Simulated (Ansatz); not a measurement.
**I on Be(0001): change of the work function**

How does I on the hcp site change the work function of Be(0001) as the layer fills?

Program: Ansatz 0.2.0. Level of theory: plane-wave DFT, PBE, Ansatz PAW. Results are calculated unless marked as measured.

This is a report of a sequence of runs, with most program output left out.

## 1. The structure

The cell holds 4 atoms: 4 Be. Cell: a = 2.290 Å, b = 2.290 Å, c = 23.383 Å, α = 90.0°, β = 90.0°, γ = 60.0°. Vacuum lies along c.

## 2. The clean slab

The bare slab comes first, as the zero from which every change is counted. The two lowest layers are held at bulk places and the upper ones relax. The dipole correction removes the false field that a one-sided slab makes across the periodic vacuum, so each face gets a flat vacuum level of its own.

input.yaml reads:

```yaml
crystal:
  lattice:
    - [2.29, 0.0, 0.0]
    - [1.145, 1.9831981747, 0.0]
    - [0.0, 0.0, 23.382645]
  atoms:
    - { symbol: Be, position: [0.6666666667, 0.6666666667, 0.3849008527] }
    - { symbol: Be, position: [0.0, 0.0, 0.4616336176] }
    - { symbol: Be, position: [0.6666666667, 0.6666666667, 0.5383663824] }
    - { symbol: Be, position: [0.0, 0.0, 0.6150991473] }
kpoints:
  mp_grid: { grid: [15, 15, 1] }
hamiltonian:
  xc: pbe
scf:
  occupations: { method: fermi_dirac, width: 0.1 }
  convergence: { dr2_threshold: 1.0e-08 }
efield:
  axis: 3
  dipole_correction: true
  ramp_position: 0.97
  ramp_width: 0.06
relax:
  f_tol: 0.02
  max_steps: 60
  constraints: [{ sites: [0, 1] }]
output:
  write_potential: true
  write_density: true
  volumetric_format: npy
```

Command:

```bash
$ ansatz run input.yaml --threads 4 --pin off --max-ram 6144MiB --backend cpu --events-out ev --progress --plain --runs-dir out
```

Elapsed: 5 s, on 4 threads of Arm Neoverse N1, shared host; peak memory 0.43 GiB.

Relaxation path:

```csv
step,energy less that of the first step (eV),largest force component (eV/Å)
1,0.0000,0.1160
2,-0.0016,0.0620
3,-0.0023,0.0031
```

Forces are held to the 6 operations that the run works with; a distortion that breaks them can't arise in this run.

The atoms that moved most (Å):

```csv
atom,dx,dy,dz,length
Be4,0.000,0.000,0.046,0.046
Be3,0.000,0.000,0.006,0.006
```

Final coordinates:

```cif
data_structure
_symmetry_space_group_name_H-M 'P 1'
_symmetry_Int_Tables_number 1
_cell_length_a 2.2900
_cell_length_b 2.2900
_cell_length_c 23.3826
_cell_angle_alpha 90.000
_cell_angle_beta 90.000
_cell_angle_gamma 60.000
_cell_volume 106.19
loop_
_atom_site_label
_atom_site_type_symbol
_atom_site_fract_x
_atom_site_fract_y
_atom_site_fract_z
_atom_site_occupancy
Be1 Be 0.66667 0.66667 0.38490 1
Be2 Be 0.00000 0.00000 0.46163 1
Be3 Be 0.66667 0.66667 0.53863 1
Be4 Be 0.00000 0.00000 0.61706 1
```

Numbers from this step:

```
energy at zero smearing   : -370.0016 eV
work function, upper face : 5.298 eV
dipole along the normal   : 2.58e-4 e·Å
```

Running mean over 1.794 Å of the planar mean; the ramp of the sawtooth is left out. The electron's electrostatic potential energy less the Fermi level by z:

z (Å), electron's electrostatic potential energy less the Fermi level (eV) and a bar from the least value:
```
      3.0       5.31 ##############################
      3.5       5.31 ##############################
      4.0       5.31 ##############################
      4.5       5.31 ##############################
      5.0       5.31 ##############################
      5.5       5.30 ##############################
      6.0       5.27 ##############################
      6.5       5.17 ##############################
      7.0       4.81 #############################
      7.5       3.55 ##########################
      8.0       0.03 #################
      8.5      -4.20 ######
      9.0      -5.93 #
      9.5      -6.26 
     10.0      -6.34 
     10.5      -6.40 
     11.0      -6.42 
     11.5      -6.41 
     12.0      -6.42 
     12.5      -6.42 
     13.0      -6.26 
     13.5      -6.03 #
     14.0      -6.09 #
     14.5      -5.80 ##
     15.0      -3.71 #######
     15.5       0.69 ##################
     16.0       3.83 ##########################
     16.5       4.89 #############################
     17.0       5.19 ##############################
     17.5       5.27 ##############################
     18.0       5.29 ##############################
     18.5       5.30 ##############################
     19.0       5.30 ##############################
     19.5       5.30 ##############################
     20.0       5.30 ##############################
```

The relaxation took 3 steps and lowered the energy by 0.0023 eV; the largest force on the free atoms ends at 0.0031 eV/Å.

The work function of the upper face is 5.30 eV.

## 3. The covered slab, k-mesh 5×5×1, coverage 0.111 ML

System of this step: I/Be(0001). The cell holds 37 atoms: 36 Be and 1 I. Its edges and angles: a = 6.870 Å, b = 6.870 Å, c = 25.512 Å, α = 90.0°, β = 90.0°, γ = 60.0°. Vacuum lies along c.

The clean slab as it ended is repeated in the plane and the adsorbate is set on one face; the cell's size fixes the coverage, and the k-mesh shrinks with it to keep the sampling density about even. Adsorbate and upper layers relax, since the dipole depends on the height.

input.yaml reads:

```yaml
crystal:
  lattice:
    - [6.8700000001, 0.0, 0.0]
    - [3.435, 5.949594524, 0.0]
    - [0.0, 0.0, 25.5119770977]
  atoms:
    - { symbol: Be, position: [0.2222222222, 0.2222222222, 0.3527754813] }
    - { symbol: Be, position: [0.0, 0.0, 0.4231038214] }
    - { symbol: Be, position: [0.2222222222, 0.2222222222, 0.493673835] }
    - { symbol: Be, position: [0.0, 0.0, 0.5655612216] }
    - { symbol: Be, position: [0.2222222222, 0.5555555556, 0.3527754813] }
    - { symbol: Be, position: [0.0, 0.3333333333, 0.4231038214] }
    - { symbol: Be, position: [0.2222222222, 0.5555555556, 0.493673835] }
    - { symbol: Be, position: [0.0, 0.3333333333, 0.5655612216] }
[... 25 atom lines left out ...]
    - { symbol: Be, position: [0.6666666667, 0.6666666667, 0.4231038214] }
    - { symbol: Be, position: [0.8888888889, 0.8888888889, 0.493673835] }
    - { symbol: Be, position: [0.6666666667, 0.6666666667, 0.5655612216] }
    - { symbol: I, position: [0.2222222222, 0.2222222222, 0.6472245187] }
kpoints:
  mp_grid: { grid: [5, 5, 1] }
hamiltonian:
  xc: pbe
scf:
  occupations: { method: fermi_dirac, width: 0.1 }
  convergence: { dr2_threshold: 1.0e-08 }
efield:
  axis: 3
  dipole_correction: true
  ramp_position: 0.97
  ramp_width: 0.06
relax:
  f_tol: 0.02
  max_steps: 60
  constraints:
    - { sites: [0, 1, 4, 5, 8, 9, 12, 13, 16, 17, 20, 21, 24, 25, 28, 29, 32, 33] }
output:
  bader: true
  write_potential: true
  write_density: true
  volumetric_format: npy
```

Wall time 9.9 min (4 threads); peak memory 2 GiB; 40 min of CPU time.

Relaxation path:

```csv
step,energy less that of the first step (eV),largest force component (eV/Å)
1,0.0000,0.6966
2,-0.1687,0.2184
3,-0.1993,0.0919
4,-0.2017,0.0064
```

The run keeps the 6 symmetry operations that it works with, so distortions that break them were not tested.

The atoms that moved most (Å):

```csv
atom,dx,dy,dz,length
Be12,0.000,0.063,-0.085,0.106
Be4,-0.055,-0.032,-0.085,0.106
Be28,0.055,-0.032,-0.085,0.106
Be8,-0.074,0.043,-0.013,0.087
Be16,0.000,-0.086,-0.013,0.087
Be20,0.074,0.043,-0.013,0.087
Be35,0.000,0.000,-0.070,0.070
Be32,0.000,0.015,-0.056,0.058
```

Final coordinates:

```xyz
37
Lattice="6.8700 0.0000 0.0000 3.4350 5.9496 0.0000 0.0000 0.0000 25.5120" Properties=species:S:1:pos:R:3
Be    2.2900    1.3221    9.0000
Be    0.0000    0.0000   10.7942
Be    2.2900    1.3221   12.5920
Be   -0.0547   -0.0316   14.3435
Be    3.4350    3.3053    9.0000
Be    1.1450    1.9832   10.7942
Be    3.4268    3.3115   12.5924
Be    1.0706    2.0261   14.4155
Be    4.5800    5.2885    9.0000
Be    2.2900    3.9664   10.7942
Be    4.5706    5.2926   12.5924
Be    2.2900    4.0296   14.3435
Be    4.5800    1.3221    9.0000
Be    2.2900    0.0000   10.7942
Be    4.5812    1.3119   12.5924
Be    2.2900   -0.0859   14.4155
Be    5.7250    3.3053    9.0000
Be    3.4350    1.9832   10.7942
Be    5.7250    3.3053   12.5534
Be    3.5094    2.0261   14.4155
Be    6.8700    5.2885    9.0000
Be    4.5800    3.9664   10.7942
Be    6.8794    5.2926   12.5924
Be    4.5934    3.9587   14.3724
Be    6.8700    1.3221    9.0000
Be    4.5800    0.0000   10.7942
Be    6.8688    1.3119   12.5924
Be    4.6347   -0.0316   14.3435
Be    8.0150    3.3053    9.0000
Be    5.7250    1.9832   10.7942
Be    8.0232    3.3115   12.5924
Be    5.7250    1.9986   14.3724
Be    9.1600    5.2885    9.0000
Be    6.8700    3.9664   10.7942
Be    9.1600    5.2885   12.5245
Be    6.8566    3.9587   14.3724
I     2.2900    1.3221   16.5252
```

This step gave:

| Item | Value |
| --- | --- |
| energy at zero smearing | -10843.9866 eV |
| work function, upper face | 4.314 eV |
| work function, lower face | 5.271 eV |
| dipole along the normal | 0.2163 e·Å |
| step between the vacuum levels | -0.9576 eV |

Running mean over 1.794 Å of the planar mean; the ramp of the sawtooth is left out. Electron's electrostatic potential energy less the Fermi level against z:

```csv
z (Å),electron's electrostatic potential energy less the Fermi level (eV)
3.0,5.27
3.5,5.27
4.0,5.27
4.5,5.27
5.0,5.27
5.5,5.26
6.0,5.24
6.5,5.14
7.0,4.77
7.5,3.53
8.0,-0.00234
8.5,-4.24
9.0,-5.95
9.5,-6.28
10.0,-6.36
10.5,-6.44
11.0,-6.49
11.5,-6.55
12.0,-6.55
12.5,-6.52
13.0,-6.49
13.5,-6.44
14.0,-6.43
14.5,-6.07
15.0,-4.15
15.5,-0.385
16.0,1.84
16.5,2.26
17.0,2.71
17.5,3.23
18.0,3.79
18.5,4.18
19.0,4.29
19.5,4.31
20.0,4.31
20.5,4.31
21.0,4.31
21.5,4.31
22.0,4.31
22.5,4.31
```

The relaxation took 4 steps and lowered the energy by 0.20 eV; the largest force on the free atoms ends at 0.0064 eV/Å.

The covered face has 4.31 eV, -0.98 eV against the clean one; the bare back face has moved by -0.04 eV, a measure of how thin the slab is.

## 4. The covered slab, k-mesh 8×8×1, coverage 0.25 ML

System of this step: I/Be(0001). The cell holds 17 atoms: 16 Be and 1 I. Cell: a = 4.580 Å, b = 4.580 Å, c = 25.512 Å, α = 90.0°, β = 90.0°, γ = 60.0°. Vacuum lies along c.

Another coverage, to see how the dipoles act on each other as their distance changes.

input.yaml reads:

```yaml
crystal:
  lattice:
    - [4.58, 0.0, 0.0]
    - [2.29, 3.9663963494, 0.0]
    - [0.0, 0.0, 25.5119770977]
  atoms:
    - { symbol: Be, position: [0.3333333333, 0.3333333333, 0.3527754813] }
    - { symbol: Be, position: [0.0, 0.0, 0.4231038214] }
    - { symbol: Be, position: [0.3333333333, 0.3333333333, 0.493673835] }
    - { symbol: Be, position: [0.0, 0.0, 0.5655612216] }
    - { symbol: Be, position: [0.3333333333, 0.8333333333, 0.3527754813] }
    - { symbol: Be, position: [0.0, 0.5, 0.4231038214] }
    - { symbol: Be, position: [0.3333333333, 0.8333333333, 0.493673835] }
    - { symbol: Be, position: [0.0, 0.5, 0.5655612216] }
    - { symbol: Be, position: [0.8333333333, 0.3333333333, 0.3527754813] }
    - { symbol: Be, position: [0.5, 0.0, 0.4231038214] }
    - { symbol: Be, position: [0.8333333333, 0.3333333333, 0.493673835] }
    - { symbol: Be, position: [0.5, 0.0, 0.5655612216] }
    - { symbol: Be, position: [0.8333333333, 0.8333333333, 0.3527754813] }
    - { symbol: Be, position: [0.5, 0.5, 0.4231038214] }
    - { symbol: Be, position: [0.8333333333, 0.8333333333, 0.493673835] }
    - { symbol: Be, position: [0.5, 0.5, 0.5655612216] }
    - { symbol: I, position: [0.3333333333, 0.3333333333, 0.6472245187] }
kpoints:
  mp_grid: { grid: [8, 8, 1] }
hamiltonian:
  xc: pbe
scf:
  occupations: { method: fermi_dirac, width: 0.1 }
  convergence: { dr2_threshold: 1.0e-08 }
efield:
  axis: 3
  dipole_correction: true
  ramp_position: 0.97
  ramp_width: 0.06
relax:
  f_tol: 0.02
  max_steps: 60
  constraints: [{ sites: [0, 1, 4, 5, 8, 9, 12, 13] }]
output:
  bader: true
  dos: { projected: true, e_range: [-8, 4] }
  write_potential: true
  write_density: true
  volumetric_format: npy
  elf: true
```

It took 5.6 min on 4 threads; peak memory 0.91 GiB.

The steps of the relaxation:

```csv
step,energy less that of the first step (eV),largest force component (eV/Å)
1,0.0000,0.9924
2,-0.1524,0.3029
3,-0.1698,0.0600
4,-0.1704,0.0067
```

The run keeps the 6 symmetry operations that it works with, so distortions that break them were not tested.

The atoms that moved most (Å):

```csv
atom,dx,dy,dz,length
Be4,0.000,0.000,-0.168,0.168
I17,0.000,0.000,0.083,0.083
Be8,-0.043,0.025,-0.006,0.050
Be12,0.000,-0.050,-0.006,0.050
Be16,0.043,0.025,-0.006,0.050
Be3,0.000,0.000,0.043,0.043
Be15,0.004,0.002,-0.020,0.021
Be11,0.000,-0.005,-0.020,0.021
```

This step gave:

| Property | Result |
| --- | --- |
| energy at zero smearing | -8993.8060 eV |
| work function, upper face | 3.943 eV |
| work function, lower face | 5.244 eV |
| dipole along the normal | 0.1306 e·Å |
| step between the vacuum levels | -1.301 eV |

Running mean over 1.794 Å of the planar mean; the ramp of the sawtooth is left out. Table of electron's electrostatic potential energy less the Fermi level by z:

```csv
z (Å),electron's electrostatic potential energy less the Fermi level (eV)
3.0,5.24
3.5,5.24
4.0,5.24
4.5,5.24
5.0,5.24
5.5,5.24
6.0,5.21
6.5,5.12
7.0,4.75
7.5,3.52
8.0,-0.00435
8.5,-4.25
9.0,-5.98
9.5,-6.33
10.0,-6.45
10.5,-6.55
11.0,-6.62
11.5,-6.66
12.0,-6.70
12.5,-6.74
13.0,-6.78
13.5,-6.77
14.0,-6.78
14.5,-6.54
15.0,-5.04
15.5,-2.07
16.0,-0.496
16.5,-0.637
17.0,0.0282
17.5,1.24
18.0,2.53
18.5,3.55
19.0,3.86
19.5,3.92
20.0,3.94
20.5,3.94
21.0,3.94
21.5,3.94
22.0,3.94
22.5,3.94
```

The density of states has structure finer than the step of the table below, so its rows give means over 0.25 eV, whole bins alone (the curve runs from -8 to 1.98 eV). Peaks (eV: height): -4.180: 9.62, -3.730: 10.6, -3.340: 9.88, -2.350: 15.0, -2.200: 22.7, -1.920: 10.2, 0.660: 9.76.

Table of density of states by energy, zero at the Fermi level; means over each step:

```csv
energy (eV),density of states (states/eV a cell)
-7.75,0.837
-7.50,1.43
-7.25,2.59
-7.00,2.15
-6.75,4.14
-6.50,2.59
-6.25,2.71
-6.00,4.54
-5.75,3.71
-5.50,3.11
-5.25,4.18
-5.00,4.86
-4.75,4.66
-4.50,4.00
-4.25,6.70
-4.00,3.16
-3.75,6.94
-3.50,5.72
-3.25,5.81
-3.00,4.16
-2.75,3.69
-2.50,3.42
-2.25,7.15
-2.00,5.41
-1.75,4.89
-1.50,4.91
-1.25,5.18
-1.00,4.42
-0.75,5.24
-0.50,4.58
-0.25,4.46
0.00,4.09
0.25,2.70
0.50,3.71
0.75,3.58
1.00,0.838
1.25,1.38
1.50,2.25
1.75,2.90
```

Projected DOS per atom over height of the atomic layer and energy from the Fermi level. Layers: Be4 Be4 Be4 Be4 I from below.

Ten even steps from '_' (0.01 states/eV) to '@' (2.05 states/eV), each cell a mean:
```
__________
__________
__________
________..
________..
________..
__________
________..
________::
________::
________**
________##
________@@
________@@
________==
____....==
________::
____..__..
________..
__________
__________
__________
```
Columns: height of the atomic layer (Å) from 9 to 16.6 (not evenly spaced); rows upwards: energy from the Fermi level (eV) from -7.96 to 1.95.

Valence density in the ca plane at fractional y = 0.332, with atoms of Be and I within 0.2 Å of it. It is the smooth field of the valence electrons, not physical close to the nuclei.

Ten steps, logarithmic in the rise over the least value, from '0' (0 e/Å³) to '9' (16 e/Å³), each cell a mean:
```
00111122222221112222111000000000000000000000
00110112222221112222210000000000000000000000
00111112222221112222110000000000000000000000
00112222222222222222111111100000000000000000
00112221221112221121111122211000000000000000
00112222222112222221112234432000000000000000
00111122222222112221122468742100000000000000
00111112222221112221123489963100000000000000
00111122222221112221122479853100000000000000
00112222222222222221112356532100000000000000
00112222211112221121111223321000000000000000
00112222222222221222111111110000000000000000
```
Columns run along c (16.0 Å, from fractional 0.29 to 0.92 of the cell), rows up along a (4.6 Å). Atoms in or near the plane, at fractional coordinates: Be at (0.35, 0.33), Be at (0.50, 0.33), Be at (0.35, 0.83), Be at (0.49, 0.83), I at (0.65, 0.33).

ELF in the ca plane at fractional y = 0.332, with atoms of Be and I within 0.2 Å of it. It is the smooth field of the valence electrons, not physical close to the nuclei.

Values, 7 rows by 16 columns, each cell a mean:
```
0.31 0.15 0.42 0.72 0.50 0.14 0.67 0.73 0.20 0.18 0.10 0.01 0.00 0.00 0.00 0.00
0.31 0.15 0.42 0.72 0.49 0.14 0.67 0.73 0.20 0.17 0.10 0.01 0.00 0.00 0.00 0.00
0.51 0.68 0.56 0.40 0.55 0.54 0.54 0.40 0.47 0.71 0.56 0.10 0.00 0.00 0.00 0.00
0.48 0.46 0.52 0.54 0.55 0.37 0.60 0.43 0.59 0.55 0.68 0.20 0.01 0.00 0.00 0.00
0.35 0.05 0.40 0.74 0.50 0.05 0.65 0.52 0.49 0.30 0.66 0.23 0.01 0.00 0.00 0.00
0.48 0.44 0.52 0.56 0.55 0.35 0.61 0.44 0.59 0.53 0.68 0.20 0.01 0.00 0.00 0.00
0.52 0.70 0.56 0.39 0.55 0.56 0.54 0.39 0.48 0.72 0.58 0.10 0.00 0.00 0.00 0.00
```
Columns run along c (16.0 Å, from fractional 0.29 to 0.92 of the cell), rows up along a (4.6 Å). Atoms in or near the plane, at fractional coordinates: Be at (0.35, 0.33), Be at (0.50, 0.33), Be at (0.35, 0.83), Be at (0.49, 0.83), I at (0.65, 0.33).

Electrostatic potential energy in the ca plane at fractional y = 0.332, with atoms of Be and I within 0.2 Å of it. With pseudopotentials it is smooth inside the atoms' cores, unlike the true potential.

Ten even steps from '0' (-34 eV) to '9' (4 eV), each cell a mean:
```
99841268888874137888889999999999999999999999
99710048888861005888999999999999999999999999
99730058888872016888899999999999999999999999
99875578777886568887789999999999999999999999
99988888756888888875678887789999999999999999
99987788766888778876688644458999999999999999
99842268888874226888887447636899999999999999
99710048888872004888886379945899999999999999
99720058888873005888886369845899999999999999
99875578877887557887787534447999999999999999
99988888756888888875678865679999999999999999
99987788766888778876689999999999999999999999
```
Columns run along c (16.0 Å, from fractional 0.29 to 0.92 of the cell; values clipped at the 3rd and 97th percentile), rows up along a (4.6 Å). Atoms in or near the plane, at fractional coordinates: Be at (0.35, 0.33), Be at (0.50, 0.33), Be at (0.35, 0.83), Be at (0.49, 0.83), I at (0.65, 0.33).

The relaxation took 4 steps and lowered the energy by 0.17 eV; the largest force on the free atoms ends at 0.0067 eV/Å.

By hand: a sheet of dipoles makes a step −p/(ε₀A) in the electron's potential. With e/ε₀ = 180.95 V·Å, p = 0.1306 e·Å and A = 18.17 Å², that is −180.95 × (0.1306) / 18.17 = -1.301 eV, and the two vacuum levels of the run differ by -1.301 eV.

The covered face has 3.94 eV, -1.35 eV against the clean one; the bare back face has moved by -0.06 eV, a measure of how thin the slab is.

## 5. Work function against coverage

This step: plane-wave DFT, PBE, Ansatz PAW; work function against coverage (Ansatz 0.2.0).

The runs are now put side by side.

This step gave:

```yaml
work_function_of_the_clean_face: 5.298 eV
largest_change_of_the_work_function: -1.354 eV
```

The work function of the covered face by coverage:

```csv
coverage (adsorbates/nm²),work function of the covered face (eV)
0.00,5.30
2.45,4.31
5.50,3.94
```

The dipole per adsorbate comes from the change of the cell's dipole. Coverage, by row:

```csv
coverage (1/nm²),coverage (ML),work function (eV),change (eV),"dipole per adsorbate, positive end outwards (debye)",mean height of the added atoms over the highest substrate atom (Å)
2.446,0.1111,4.314,-0.9839,1.028,2.11
5.505,0.25,3.943,-1.354,0.622,2.172
```

## 6. The slab at 0.25 ML, atoms frozen

This step: plane-wave DFT, PBE, Ansatz PAW (Ansatz 0.2.0).

To see where the charge goes, the covered slab, the bare substrate and the adsorbate layer are each run at the same frozen positions and on the same grid.

input.yaml reads:

```yaml
crystal:
  lattice:
    - [4.58, 0.0, 0.0]
    - [2.29, 3.9663963494, 0.0]
    - [0.0, 0.0, 25.5119770977]
  atoms:
    - { symbol: Be, position: [0.3333333333, 0.3333333333, 0.3527754813] }
    - { symbol: Be, position: [0.0, 0.0, 0.4231038214] }
    - { symbol: Be, position: [0.3333333333, 0.3333333333, 0.495345462] }
    - { symbol: Be, position: [0.0, 0.0, 0.5589658446] }
    - { symbol: Be, position: [0.3333333333, 0.8333333333, 0.3527754813] }
    - { symbol: Be, position: [0.0, 0.5, 0.4231038214] }
    - { symbol: Be, position: [0.3321095617, 0.8339452192, 0.4928819708] }
    - { symbol: Be, position: [-0.0125528989, 0.5062764495, 0.5653244207] }
    - { symbol: Be, position: [0.8333333333, 0.3333333333, 0.3527754813] }
    - { symbol: Be, position: [0.5, 0.0, 0.4231038214] }
    - { symbol: Be, position: [0.8339452192, 0.3321095617, 0.4928819708] }
    - { symbol: Be, position: [0.5062764495, -0.0125528989, 0.5653244207] }
    - { symbol: Be, position: [0.8333333333, 0.8333333333, 0.3527754813] }
    - { symbol: Be, position: [0.5, 0.5, 0.4231038214] }
    - { symbol: Be, position: [0.8339452192, 0.8339452192, 0.4928819708] }
    - { symbol: Be, position: [0.5062764495, 0.5062764495, 0.5653244207] }
    - { symbol: I, position: [0.3333333333, 0.3333333333, 0.6504712265] }
kpoints:
  mp_grid: { grid: [8, 8, 1] }
hamiltonian:
  xc: pbe
scf:
  occupations: { method: fermi_dirac, width: 0.1 }
  convergence: { dr2_threshold: 1.0e-08 }
efield:
  axis: 3
  dipole_correction: true
  ramp_position: 0.97
  ramp_width: 0.06
output:
  write_potential: true
  write_density: true
  volumetric_format: npy
```

The job ended after 13 s (4 threads; peak memory 0.89 GiB; 50 s of CPU time).

Numbers from this step:

```yaml
energy_at_zero_smearing: -8993.8063 eV
dipole_along_the_normal: 0.1305 e·Å
step_between_the_vacuum_levels: -1.300 eV
```

The work function of the upper face is 3.94 eV.

(Continued in part 2 of 2.)

[Logs are printed without paths, hosts, clocks, repeated set-up lines and the standing remarks that a program may print on its own settings, such as how far it seeks lower states.]

[Hosts, paths, dates, database ids (printed as entryN), source tags and the programs' standing remarks are cut or masked in the printed files.]

[Maps of the electrostatic potential energy from Ansatz leave out the sawtooth potential of an applied field or a dipole correction, so their vacuum need not be flat; planar profiles and work functions include it.]

[The density of states shown here was stored with 400 of the rows of the run's finer table, so its peaks can read low, often by over a quarter, or be missed, and its means over a window can be off by a tenth or more.]
